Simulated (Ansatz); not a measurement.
# Se on Ru(0001): change of the work function, part 4 of 4

Aim: the work function of Ru(0001) at several coverages of Se (fcc site), and the dipole that each adsorbate carries.

Ansatz 0.2.0; plane-wave DFT, PBE, Ansatz PAW.

So far, work function, upper face (eV): step 2 (the clean slab) 5.05; step 3 (37 atoms, coverage 0.111 ML, cell 3x3) 4.98; step 4 (17 atoms, coverage 0.25 ML, cell 2x2) 4.91.

### 5. Adsorbate added, k-mesh 6×6×1, coverage 0.5 ML (continued)

The density of states has structure finer than the step of the table below, so its rows give means over 0.25 eV, whole bins alone (the curve runs from -8 to 1.98 eV). Peaks (eV: height): -5.230: 34.4, -3.130: 43.2, -2.680: 35.9, -2.140: 44.8, -1.620: 38.9, 0.780: 47.3, 0.990: 41.5.

Table of density of states by energy, zero at the Fermi level; means over each step:

| energy (eV) | density of states (states/eV a cell) |
| --- | --- |
| -7.75 | 0 |
| -7.50 | 0.350 |
| -7.25 | 0.945 |
| -7.00 | 1.49 |
| -6.75 | 2.57 |
| -6.50 | 2.78 |
| -6.25 | 3.73 |
| -6.00 | 11.4 |
| -5.75 | 18.9 |
| -5.50 | 23.6 |
| -5.25 | 24.8 |
| -5.00 | 20.1 |
| -4.75 | 21.7 |
| -4.50 | 22.9 |
| -4.25 | 19.6 |
| -4.00 | 19.4 |
| -3.75 | 20.1 |
| -3.50 | 20.9 |
| -3.25 | 18.1 |
| -3.00 | 21.7 |
| -2.75 | 30.3 |
| -2.50 | 23.5 |
| -2.25 | 26.8 |
| -2.00 | 30.3 |
| -1.75 | 25.5 |
| -1.50 | 26.1 |
| -1.25 | 18.1 |
| -1.00 | 19.7 |
| -0.75 | 16.5 |
| -0.50 | 18.4 |
| -0.25 | 18.2 |
| 0.00 | 18.3 |
| 0.25 | 16.7 |
| 0.50 | 18.1 |
| 0.75 | 25.9 |
| 1.00 | 29.5 |
| 1.25 | 24.4 |
| 1.50 | 25.1 |
| 1.75 | 17.1 |

The relaxation took 5 steps and lowered the energy by 0.50 eV; the largest force on the free atoms ends at 0.017 eV/Å.

The covered face has 4.43 eV, -0.61 eV against the clean one; the bare back face has moved by -0.03 eV, a measure of how thin the slab is.

### 6. Adsorbate added, k-mesh 12×12×1, coverage 1 ML

System of this step: Se/Ru(0001). The cell holds 5 atoms: 4 Ru and 1 Se. Cell: a = 2.700 Å, b = 2.700 Å, c = 26.634 Å, α = 90.0°, β = 90.0°, γ = 60.0°. Vacuum lies along c.

Another coverage, to see how the dipoles act on each other as their distance changes.

input.yaml reads:

```yaml
crystal:
  lattice:
    - [2.7, 0.0, 0.0]
    - [1.35, 2.3382685902, 0.0]
    - [0.0, 0.0, 26.6344171137]
  atoms:
    - { symbol: Ru, position: [0.6666666667, 0.6666666667, 0.3379086526] }
    - { symbol: Ru, position: [0.0, 0.0, 0.4181957485] }
    - { symbol: Ru, position: [0.6666666667, 0.6666666667, 0.4992108029] }
    - { symbol: Ru, position: [0.0, 0.0, 0.5774974233] }
    - { symbol: Se, position: [0.3333333333, 0.3333333333, 0.6620913474] }
kpoints:
  mp_grid: { grid: [12, 12, 1] }
hamiltonian:
  xc: pbe
scf:
  occupations: { method: fermi_dirac, width: 0.1 }
  convergence: { dr2_threshold: 1.0e-08 }
efield:
  axis: 3
  dipole_correction: true
  ramp_position: 0.97
  ramp_width: 0.06
relax:
  f_tol: 0.02
  max_steps: 60
  constraints: [{ sites: [0, 1] }]
output:
  write_potential: true
  write_density: true
  volumetric_format: npy
```

Run with:

```
$ ansatz run input.yaml --threads 4 --pin off --max-ram 16384MiB --backend cpu --events-out ev --progress --plain --runs-dir out
```

Numbers of over 12 decimals in the logs are rounded to 6 here.

The program printed:

```text
[...]
Crystal: 5 atoms, lattice volume = 168.152 Å³
Basis set: ecut = 420 eV, 3335 PW (Γ), exchange–correlation on 40×40×360 points (8 copies of the dense FFT grid, shifted against one another)
Bands: 48, of which v1, the nominal top of the filled ones, is band 40 counted from 1 (39 counted from 0)
Symmetry: 6 space group operations
[...]
--- Relaxed structure (5 steps of the walk, 5 accepted, 0 SCFs on fresh bases) ---
  F+E_penalty+E_count = -28982.01246446 eV   max|allowed force component| = 1.090e-3 eV/Å
  atoms:
    - { symbol: Ru, position: [0.666667, 0.666667, 0.337909] }
[...]
- { symbol: Ru, position: [0.666667, 0.666667, 0.498811] }
[...]
- { symbol: Se, position: [0.333333, 0.333333, 0.658023] }
[key lines of the parts left out:]
SCF converged after 5 iterations
Free energy (F): -28982.012464 eV
Fermi energy:    6.609025 eV
Dipole field:    D = 0.049250 V/Å  (p = 0.045766 e·Å, saw-weighted, corrected)
Work function:   Φ+ = 3.7406 eV   Φ− = 5.0523 eV
```

Run time: 21 s. Hardware: 4 threads of Arm Neoverse V1, shared host; peak memory 0.53 GiB; 82 s of CPU time.

The steps of the relaxation:

| step | energy less that of the first step (eV) | largest force component (eV/Å) |
| --- | --- | --- |
| 1 | 0.0000 | 0.7373 |
| 2 | -0.0457 | 0.3276 |
| 3 | -0.0530 | 0.1192 |
| 4 | -0.0558 | 0.0222 |
| 5 | -0.0558 | 0.0011 |

Forces are held to the 6 operations that the run works with; a distortion that breaks them can't arise in this run.

The atoms that moved most (Å):

| atom | dx | dy | dz | length |
| --- | --- | --- | --- | --- |
| Se5 | 0.000 | 0.000 | -0.108 | 0.108 |
| Ru4 | 0.000 | 0.000 | 0.070 | 0.070 |
| Ru3 | 0.000 | 0.000 | -0.011 | 0.011 |

Final coordinates:

```xyz
5
Lattice="2.7000 0.0000 0.0000 1.3500 2.3383 0.0000 0.0000 0.0000 26.6344" Properties=species:S:1:pos:R:3
Ru    2.7000    1.5588    9.0000
Ru    0.0000    0.0000   11.1384
Ru    2.7000    1.5588   13.2855
Ru    0.0000    0.0000   15.4510
Se    1.3500    0.7794   17.5260
```

The relaxation took 5 steps and lowered the energy by 0.056 eV; the largest force on the free atoms ends at 0.0011 eV/Å.

The covered face has 3.74 eV, -1.31 eV against the clean one; the bare back face has moved by -0.02 eV, a measure of how thin the slab is.

### 7. Work function against coverage

This step: plane-wave DFT, PBE, Ansatz PAW; work function against coverage (Ansatz 0.2.0).

The runs are now put side by side.

This step gave:

```yaml
work_function_of_the_clean_face: 5.046 eV
largest_change_of_the_work_function: -1.305 eV
```

The work function of the covered face by coverage:

| coverage (adsorbates/nm²) | work function of the covered face (eV) |
| --- | --- |
| 0.00 | 5.05 |
| 1.76 | 4.98 |
| 3.96 | 4.91 |
| 7.92 | 4.43 |
| 15.84 | 3.74 |

The dipole per adsorbate comes from the change of the cell's dipole. Coverage, by row:

| coverage (1/nm²) | coverage (ML) | work function (eV) | change (eV) | dipole per adsorbate, positive end outwards (debye) | mean height of the added atoms over the highest substrate atom (Å) |
| --- | --- | --- | --- | --- | --- |
| 1.76 | 0.1111 | 4.982 | -0.06395 | 0.098 | 1.912 |
| 3.96 | 0.25 | 4.914 | -0.1314 | 0.074 | 1.93 |
| 7.92 | 0.5 | 4.432 | -0.614 | 0.195 | 1.989 |
| 15.84 | 1 | 3.741 | -1.305 | 0.215 | 2.075 |

### 8. Outcome

| Quantity | Value |
| --- | --- |
| work function of the clean face | 5.05 eV |
| work function at 0.11 ML | 4.98 eV |
| work function at 0.25 ML | 4.91 eV |
| work function at 0.5 ML | 4.43 eV |
| work function at 1 ML | 3.74 eV |
| dipole per adsorbate at 0.11 ML, positive end outwards | 0.10 D |

What this shows: At the lowest coverage Se changes the work function of Ru(0001) by under 0.15 eV, within the error of so thin a slab; the largest change, -1.31 eV, comes at higher coverage. At the highest coverage the adsorbates are pressed to about 2.7 Å, closer than unbonded atoms of this kind usually come, so a real layer may not reach it. The slab has 4 layers, at the tabulated experimental lattice constant, one starting site was run, and quantum-size effects of a slab this thin can reach one or two tenths of an eV.

[Logs are printed without paths, hosts, clocks, repeated set-up lines and the standing remarks that a program may print on its own settings, such as how far it seeks lower states.]

[Hosts, paths, dates, database ids (printed as entryN), source tags and the programs' standing remarks are cut or masked in the printed files.]

[Maps of the electrostatic potential energy from Ansatz leave out the sawtooth potential of an applied field or a dipole correction, so their vacuum need not be flat; planar profiles and work functions include it.]

[The density of states shown here was stored with 400 of the rows of the run's finer table, so its peaks can read low, often by over a quarter, or be missed, and its means over a window can be off by a tenth or more.]
